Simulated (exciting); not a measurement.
# Core excitons at the K K edge of KF (Carobbiite)

Wanted: the near-edge spectrum and the bound core excitons at the K K edge of KF (Carobbiite).

Main program and level: exciting sodium; X-ray absorption, core-level Bethe-Salpeter equation, exchange and statically screened direct term, Tamm-Dancoff, all-electron LAPW+lo PBE.

Most raw output is cut from this account.

## (1) Starting point

It takes space group Fm-3m (No. 225, cubic). Conventional cell: a = 5.344 Å, b = 5.344 Å, c = 5.344 Å, α = 90.00°, β = 90.00°, γ = 90.00°. K has 6 F at 2.67 Å nearest. F has 6 K at 2.67 Å nearest. Farther neighbours and most contacts between anions are not listed.

As a file:

```
K F
1.0
     0.00000    2.67185    2.67185
     2.67185    0.00000    2.67185
     2.67185    2.67185    0.00000
K F
1 1
Cartesian
  0.0000 0.0000 0.0000
  2.6719 2.6719 2.6719
```

Differences between curves are given as r.m.s. difference over r.m.s. height.

## (2) Ground state

The species files are the program's own, with muffin-tin radii set in the input.

input.xml reads:

```
<input>
  <title>KF</title>
  <structure speciespath="." autormt="false" epslat="1.0e-5">
    <crystal>
      <basevect>0.0000000000 5.0490647452 5.0490647452</basevect>
      <basevect>5.0490647452 0.0000000000 5.0490647452</basevect>
      <basevect>5.0490647452 5.0490647452 0.0000000000</basevect>
    </crystal>
    <species speciesfile="K.xml" rmt="2.464">
      <atom coord="0.0000000000 0.0000000000 0.0000000000"/>
    </species>
    <species speciesfile="F.xml" rmt="2.300">
      <atom coord="0.5000000000 0.5000000000 0.5000000000"/>
    </species>
  </structure>
  <groundstate do="fromscratch" xctype="GGA_PBE" ngridk="5 5 5" rgkmax="7" gmaxvr="14" nempty="8" swidth="0.001" maxscl="100" epsengy="1e-5"/>
</input>
```

Launch:

```
$ OMP_NUM_THREADS=1 mpirun -n 2 exciting
```

Elapsed: 14 s, on 2 MPI ranks of Arm Neoverse V1, shared host.

The warnings file holds hints only, no warning.

The mesh shows a gap of 6.19 eV. Core levels (Dirac, from the valence top):

| atom | level | energy (eV) |
| --- | --- | --- |
| K | 1s1/2 | -3512.4 |
| K | 2s1/2 | -343.9 |
| K | 2p1/2 | -272.6 |
| K | 2p3/2 | -269.7 |
| F | 1s1/2 | -650.5 |

## (3) A richer basis for the empty states

Each species file gets more local orbitals, built from u and its energy derivative at 0.15 Ha and u at 0.9 Ha.

input.xml is that of step 2.

SPECIES.xml, added lines reads:

```
<lo l="L">  <!-- L = 0, 1, 2 -->
  <wf matchingOrder="0" trialEnergy="0.1500" searchE="false"/>
  <wf matchingOrder="1" trialEnergy="0.1500" searchE="false"/>
  <wf matchingOrder="0" trialEnergy="0.9000" searchE="false"/>
</lo>
```

Launch:

```
$ OMP_NUM_THREADS=1 mpirun -n 2 exciting
```

Wall time 12 s (2 MPI ranks).

Against the first ground state the total energy moves by -9 meV an atom and the gap by -0.01 eV.

## (4) Screening, kernels and BSE for K atom 1

The absorber has 6 F at 2.67 Å (octahedral, site symmetry m-3m).

Edit input.xml of step 3 so:

```diff
@@ -15,3 +15,20 @@
   </structure>
-  <groundstate do="fromscratch" xctype="GGA_PBE" ngridk="5 5 5" rgkmax="7" gmaxvr="14" nempty="8" swidth="0.001" maxscl="100" epsengy="1e-5"/>
+  <groundstate do="skip" xctype="GGA_PBE" ngridk="5 5 5" rgkmax="7" gmaxvr="14" nempty="8" swidth="0.001" maxscl="100" epsengy="1e-5"/>
+  <xs xstype="BSE" ngridk="5 5 5" ngridq="5 5 5" vkloff="0.097 0.273 0.493" rgkmax="7" nempty="25" gqmax="3" lmaxapwwf="5" lmaxemat="2" broad="0.01654" tevout="true">
+    <energywindow intv="128.864 130.481" points="439"/>
+    <screening screentype="full" nempty="42"/>
+    <BSE xas="true" xasspecies="1" xasatom="1" xasedge="K" bsetype="singlet" nstlxas="1 21"/>
+    <qpointset>
+      <qpoint>0 0 0</qpoint>
+    </qpointset>
+    <plan>
+      <doonly task="xsgeneigvec"/>
+      <doonly task="writepmatxs"/>
+      <doonly task="scrgeneigvec"/>
+      <doonly task="scrwritepmat"/>
+      <doonly task="screen"/>
+      <doonly task="scrcoulint"/>
+      <doonly task="exccoulint"/>
+    </plan>
+  </xs>
 </input>
```

input.xml for the last start (plan only) reads:

```
  <plan>
    <doonly task="bse"/>
  </plan>
```

Launch:

```
$ OMP_NUM_THREADS=1 mpirun -n 2 exciting
$ OMP_NUM_THREADS=2 exciting
```

Run time: 26 min. Hardware: 2 MPI ranks.

Wall time by task: xsgeneigvec 3.2 s, writepmatxs 14 s, scrgeneigvec 2.7 s, scrwritepmat 1.9 s, screen 85 s, scrcoulint 9.9 min, exccoulint 12 min, bse 2 min.

The K K spectrum of K atom 1 (energy from the Kohn–Sham onset, core level to the lowest empty state found on the meshes used, 3518.57 eV; the ground-state mesh sets it, and the shifted mesh has its lowest transition 0.21 eV above it; Im ε scaled to the maximum of the singlet run; cut below the end of the band set):

| E (eV) | Im ε |
| --- | --- |
| -4.5 | 0.02 |
| -4.0 | 0.03 |
| -3.5 | 0.04 |
| -3.0 | 0.05 |
| -2.5 | 0.07 |
| -2.0 | 0.11 |
| -1.5 | 0.19 |
| -1.0 | 0.45 |
| -0.5 | 0.91 |
| 0.0 | 0.98 |
| 0.5 | 0.81 |
| 1.0 | 0.57 |
| 1.5 | 0.38 |
| 2.0 | 0.34 |
| 2.5 | 0.28 |
| 3.0 | 0.24 |
| 3.5 | 0.26 |
| 4.0 | 0.27 |
| 4.5 | 0.25 |
| 5.0 | 0.27 |
| 5.5 | 0.34 |
| 6.0 | 0.48 |
| 6.5 | 0.62 |
| 7.0 | 0.74 |
| 7.5 | 0.90 |
| 8.0 | 0.96 |
| 8.5 | 0.74 |
| 9.0 | 0.68 |
| 9.5 | 0.56 |
| 10.0 | 0.41 |
| 10.5 | 0.32 |
| 11.0 | 0.23 |
| 11.5 | 0.20 |
| 12.0 | 0.22 |
| 12.5 | 0.25 |
| 13.0 | 0.23 |
| 13.5 | 0.19 |
| 14.0 | 0.18 |
| 14.5 | 0.17 |
| 15.0 | 0.17 |
| 15.5 | 0.19 |
| 16.0 | 0.20 |
| 16.5 | 0.19 |
| 17.0 | 0.18 |
| 17.5 | 0.16 |
| 18.0 | 0.16 |
| 18.5 | 0.18 |
| 19.0 | 0.23 |
| 19.5 | 0.26 |
| 20.0 | 0.25 |
| 20.5 | 0.23 |
| 21.0 | 0.26 |
| 21.5 | 0.27 |
| 22.0 | 0.26 |
| 22.5 | 0.27 |
| 23.0 | 0.27 |
| 23.5 | 0.25 |
| 24.0 | 0.21 |
| 24.5 | 0.17 |

Maxima (height): -0.2 eV (0.99), 3.9 eV (0.27), 7.8 eV (1.00), 12.7 eV (0.25), 19.6 eV (0.27), 21.3 eV (0.27) and 22.7 eV (0.28); 1 lower ones aren't listed.

The Hamiltonian has 5250 rows. The lowest groups of eigenvalues and the brightest ones, on the scale above (the program counts from the shifted mesh's onset, 0.21 eV higher). Core spinors bring spin-forbidden partners, so dark means forbidden by spin or by symmetry, and the shifted mesh splits states that symmetry would keep together:

| energy (eV) | states within 10 meV | relative strength |
| --- | --- | --- |
| -3.863 | 6 | dark |
| -3.236 | 4 | dark |
| -2.123 | 2 | dark |
| -0.751 | 2 | 0.32 |
| -0.593 | 2 | 0.73 |
| -0.538 | 2 | 1.00 |
| -0.415 | 2 | 0.57 |
| -0.200 | 2 | 0.54 |
| -0.148 | 2 | 0.51 |
| -0.019 | 2 | 0.91 |
| 0.296 | 2 | 0.58 |

## (5) Independent particles

Edit input.xml of step 4 so:

```diff
@@ -19,3 +19,3 @@
     <screening screentype="full" nempty="42"/>
-    <BSE xas="true" xasspecies="1" xasatom="1" xasedge="K" bsetype="singlet" nstlxas="1 21"/>
+    <BSE xas="true" xasspecies="1" xasatom="1" xasedge="K" bsetype="IP" nstlxas="1 21"/>
     <qpointset>
@@ -24,9 +24,3 @@
     <plan>
-      <doonly task="xsgeneigvec"/>
-      <doonly task="writepmatxs"/>
-      <doonly task="scrgeneigvec"/>
-      <doonly task="scrwritepmat"/>
-      <doonly task="screen"/>
-      <doonly task="scrcoulint"/>
-      <doonly task="exccoulint"/>
+      <doonly task="bse"/>
     </plan>
```

Launch:

```
$ OMP_NUM_THREADS=2 exciting
```

The job ended after 1.5 s (2 threads).

Maxima (height): 3.8 eV (0.43), 12.3 eV (1.00), 18.4 eV (0.32), 21.2 eV (0.35) and 22.6 eV (0.36). The spectrum differs from the singlet run by 89 % r.m.s. Moving the earlier curve by +4.2 eV leaves 43 %. The highest maximum lies at 12.3 eV (1.00), against 7.8 eV (1.00).

## (6) Exchange alone

Edit input.xml of step 5 so:

```diff
@@ -19,3 +19,3 @@
     <screening screentype="full" nempty="42"/>
-    <BSE xas="true" xasspecies="1" xasatom="1" xasedge="K" bsetype="IP" nstlxas="1 21"/>
+    <BSE xas="true" xasspecies="1" xasatom="1" xasedge="K" bsetype="RPA" nstlxas="1 21"/>
     <qpointset>
```

Launch:

```
$ OMP_NUM_THREADS=2 exciting
```

Run time: 1.9 min. Hardware: 2 threads.

Maxima (height): 3.8 eV (0.43), 12.3 eV (1.00), 18.4 eV (0.32), 21.2 eV (0.35) and 22.7 eV (0.36). The spectrum is that of the independent-particle run within 1 %.

## (7) Direct term alone

Edit input.xml of step 6 so:

```diff
@@ -19,3 +19,3 @@
     <screening screentype="full" nempty="42"/>
-    <BSE xas="true" xasspecies="1" xasatom="1" xasedge="K" bsetype="RPA" nstlxas="1 21"/>
+    <BSE xas="true" xasspecies="1" xasatom="1" xasedge="K" bsetype="triplet" nstlxas="1 21"/>
     <qpointset>
```

Launch:

```
$ OMP_NUM_THREADS=2 exciting
```

Run time: 1.9 min. Hardware: 2 threads.

Maxima (height): -0.2 eV (0.99), 3.9 eV (0.27), 7.8 eV (1.00), 21.3 eV (0.27) and 22.7 eV (0.28); 3 lower ones aren't listed. The spectrum is that of the singlet run within 1 %.

## (8) Local-field cutoff

Changed against the first singlet run: cutoff of the screened term (bohr⁻¹) from 3 to 4.

Edit input.xml of step 7 so:

```diff
@@ -16,6 +16,6 @@
   <groundstate do="skip" xctype="GGA_PBE" ngridk="5 5 5" rgkmax="7" gmaxvr="14" nempty="8" swidth="0.001" maxscl="100" epsengy="1e-5"/>
-  <xs xstype="BSE" ngridk="5 5 5" ngridq="5 5 5" vkloff="0.097 0.273 0.493" rgkmax="7" nempty="25" gqmax="3" lmaxapwwf="5" lmaxemat="2" broad="0.01654" tevout="true">
+  <xs xstype="BSE" ngridk="5 5 5" ngridq="5 5 5" vkloff="0.097 0.273 0.493" rgkmax="7" nempty="25" gqmax="4" lmaxapwwf="5" lmaxemat="2" broad="0.01654" tevout="true">
     <energywindow intv="128.864 130.481" points="439"/>
     <screening screentype="full" nempty="42"/>
-    <BSE xas="true" xasspecies="1" xasatom="1" xasedge="K" bsetype="triplet" nstlxas="1 21"/>
+    <BSE xas="true" xasspecies="1" xasatom="1" xasedge="K" bsetype="singlet" nstlxas="1 21"/>
     <qpointset>
@@ -24,3 +24,5 @@
     <plan>
-      <doonly task="bse"/>
+      <doonly task="xsgeneigvec"/>
+      <doonly task="screen"/>
+      <doonly task="scrcoulint"/>
     </plan>
```

input.xml for the exchange start (cutoff and plan only) reads:

```
  gqmax="3"
  <plan>
    <doonly task="exccoulint"/>
  </plan>
```

Launch:

```
$ OMP_NUM_THREADS=1 mpirun -n 2 exciting
$ OMP_NUM_THREADS=1 mpirun -n 2 exciting
```

The job ended after 23 min (2 MPI ranks).

The run was cut off at its time limit.

## (9) Coarser mesh

Changed against the first singlet run: k mesh from 5×5×5 to 3×3×3.

Edit input.xml of step 8 so:

```diff
@@ -16,3 +16,3 @@
   <groundstate do="skip" xctype="GGA_PBE" ngridk="5 5 5" rgkmax="7" gmaxvr="14" nempty="8" swidth="0.001" maxscl="100" epsengy="1e-5"/>
-  <xs xstype="BSE" ngridk="5 5 5" ngridq="5 5 5" vkloff="0.097 0.273 0.493" rgkmax="7" nempty="25" gqmax="4" lmaxapwwf="5" lmaxemat="2" broad="0.01654" tevout="true">
+  <xs xstype="BSE" ngridk="3 3 3" ngridq="3 3 3" vkloff="0.097 0.273 0.493" rgkmax="7" nempty="25" gqmax="3" lmaxapwwf="5" lmaxemat="2" broad="0.01654" tevout="true">
     <energywindow intv="128.864 130.481" points="439"/>
@@ -25,4 +25,8 @@
       <doonly task="xsgeneigvec"/>
+      <doonly task="writepmatxs"/>
+      <doonly task="scrgeneigvec"/>
+      <doonly task="scrwritepmat"/>
       <doonly task="screen"/>
       <doonly task="scrcoulint"/>
+      <doonly task="exccoulint"/>
     </plan>
```

input.xml for the last start (plan only) reads:

```
  <plan>
    <doonly task="bse"/>
  </plan>
```

Launch:

```
$ OMP_NUM_THREADS=1 mpirun -n 2 exciting
$ OMP_NUM_THREADS=2 exciting
```

Elapsed: 3.5 min, on 2 MPI ranks.

These settings are cheaper. Against the singlet run the r.m.s. difference is 11 %. The highest maximum lies at 0.2 eV (0.93), against 7.8 eV (1.00). The first bright state moves from -0.75 to -0.86 eV. The lowest bare transition of this run lies at 0.56 eV, against 0.21. A coarse mesh samples few band energies, and it inflates the long-range part of the attraction.

| E (eV) | first run | this run |
| --- | --- | --- |
| -4.0 | 0.03 | 0.03 |
| -3.0 | 0.05 | 0.05 |
| -2.0 | 0.11 | 0.10 |
| -1.0 | 0.45 | 0.41 |
| 0.0 | 0.98 | 0.91 |
| 1.0 | 0.57 | 0.61 |
| 2.0 | 0.34 | 0.35 |
| 3.0 | 0.24 | 0.23 |
| 4.0 | 0.27 | 0.25 |
| 5.0 | 0.27 | 0.29 |
| 6.0 | 0.48 | 0.52 |
| 7.0 | 0.74 | 0.65 |
| 8.0 | 0.96 | 0.85 |
| 9.0 | 0.68 | 0.72 |
| 10.0 | 0.41 | 0.42 |
| 11.0 | 0.23 | 0.24 |
| 12.0 | 0.22 | 0.22 |
| 13.0 | 0.23 | 0.24 |
| 14.0 | 0.18 | 0.19 |
| 15.0 | 0.17 | 0.18 |
| 16.0 | 0.20 | 0.20 |
| 17.0 | 0.18 | 0.16 |
| 18.0 | 0.16 | 0.14 |
| 19.0 | 0.23 | 0.26 |
| 20.0 | 0.25 | 0.24 |
| 21.0 | 0.26 | 0.25 |
| 22.0 | 0.26 | 0.29 |
| 23.0 | 0.27 | 0.27 |
| 24.0 | 0.21 | 0.18 |

## (10) The levels of theory side by side

| level | curve passes 0.15 (eV) | highest maximum (eV) | its height |
| --- | --- | --- | --- |
| IP | 2.3 | 12.3 | 1.00 |
| RPA | 2.3 | 12.3 | 1.00 |
| direct only | -1.7 | 7.8 | 1.00 |
| singlet | -1.7 | 7.8 | 1.00 |

| E (eV) | IP | RPA | direct only | singlet |
| --- | --- | --- | --- | --- |
| -4.0 | 0.01 | 0.01 | 0.03 | 0.03 |
| -3.0 | 0.01 | 0.01 | 0.05 | 0.05 |
| -2.0 | 0.01 | 0.01 | 0.11 | 0.11 |
| -1.0 | 0.01 | 0.01 | 0.45 | 0.45 |
| 0.0 | 0.02 | 0.02 | 0.98 | 0.98 |
| 1.0 | 0.05 | 0.05 | 0.57 | 0.57 |
| 2.0 | 0.12 | 0.12 | 0.34 | 0.34 |
| 3.0 | 0.28 | 0.28 | 0.24 | 0.24 |
| 4.0 | 0.42 | 0.42 | 0.27 | 0.27 |
| 5.0 | 0.21 | 0.21 | 0.27 | 0.27 |
| 6.0 | 0.15 | 0.15 | 0.48 | 0.48 |
| 7.0 | 0.14 | 0.14 | 0.74 | 0.74 |
| 8.0 | 0.18 | 0.18 | 0.96 | 0.96 |
| 9.0 | 0.24 | 0.24 | 0.68 | 0.68 |
| 10.0 | 0.33 | 0.33 | 0.41 | 0.41 |
| 11.0 | 0.52 | 0.52 | 0.23 | 0.23 |
| 12.0 | 0.93 | 0.93 | 0.22 | 0.22 |
| 13.0 | 0.71 | 0.71 | 0.23 | 0.23 |
| 14.0 | 0.46 | 0.46 | 0.18 | 0.18 |
| 15.0 | 0.40 | 0.40 | 0.17 | 0.17 |
| 16.0 | 0.32 | 0.32 | 0.20 | 0.20 |
| 17.0 | 0.29 | 0.29 | 0.18 | 0.18 |
| 18.0 | 0.30 | 0.30 | 0.16 | 0.16 |
| 19.0 | 0.28 | 0.28 | 0.23 | 0.23 |
| 20.0 | 0.23 | 0.23 | 0.25 | 0.25 |
| 21.0 | 0.34 | 0.34 | 0.26 | 0.26 |
| 22.0 | 0.34 | 0.34 | 0.26 | 0.26 |
| 23.0 | 0.35 | 0.35 | 0.27 | 0.27 |
| 24.0 | 0.35 | 0.35 | 0.21 | 0.21 |

## (11) What came out

```json
{"absorber and edge": "K K, atom 1", "surroundings": "6 F at 2.67 Å (octahedral, site symmetry m-3m)", "first bright state": "-0.75 eV from the Kohn–Sham onset, on this mesh", "highest maximum": "7.8 eV", "cost of the BSE run": "26 min on 2 MPI ranks of Arm Neoverse V1, shared host; the last task ran on as many threads"}
```

**Reading.** Is a core exciton bound? Yes on this mesh: the first bright state (over 5 % of the brightest) lies at -0.75 eV from the Kohn–Sham onset and at -0.96 eV from the lowest bare transition of its own mesh; weaker or dark states reach down to -3.86 eV. Exchange alone changes the independent-particle spectrum by 0.1 % r.m.s. Leaving exchange out of the full kernel changes the spectrum by 0.1 % r.m.s. With 125 k points the binding energies are rough. The kernel cutoff is low for a compact core orbital, so the effect of exchange is a lower bound. The zero comes from the unshifted 5×5×5 ground-state mesh; it is exact only where the band minimum lies on that mesh. The Kohn–Sham onset, 3519 eV, is no photon energy (tabulated edge of the element: 3608.4 eV): the scale needs a rigid shift. Bands and screening come from semilocal DFT, whose small gap overscreens. Vibrations and energy-dependent lifetimes are left out. The structure is a published determination, not relaxed.

[Logs are printed without paths, hosts, clocks, repeated set-up lines and the standing remarks that a program may print on its own settings, such as how far it seeks lower states.]

[Hosts, paths, dates, database ids (printed as entryN), source tags and the programs' standing remarks are cut or masked in the printed files.]
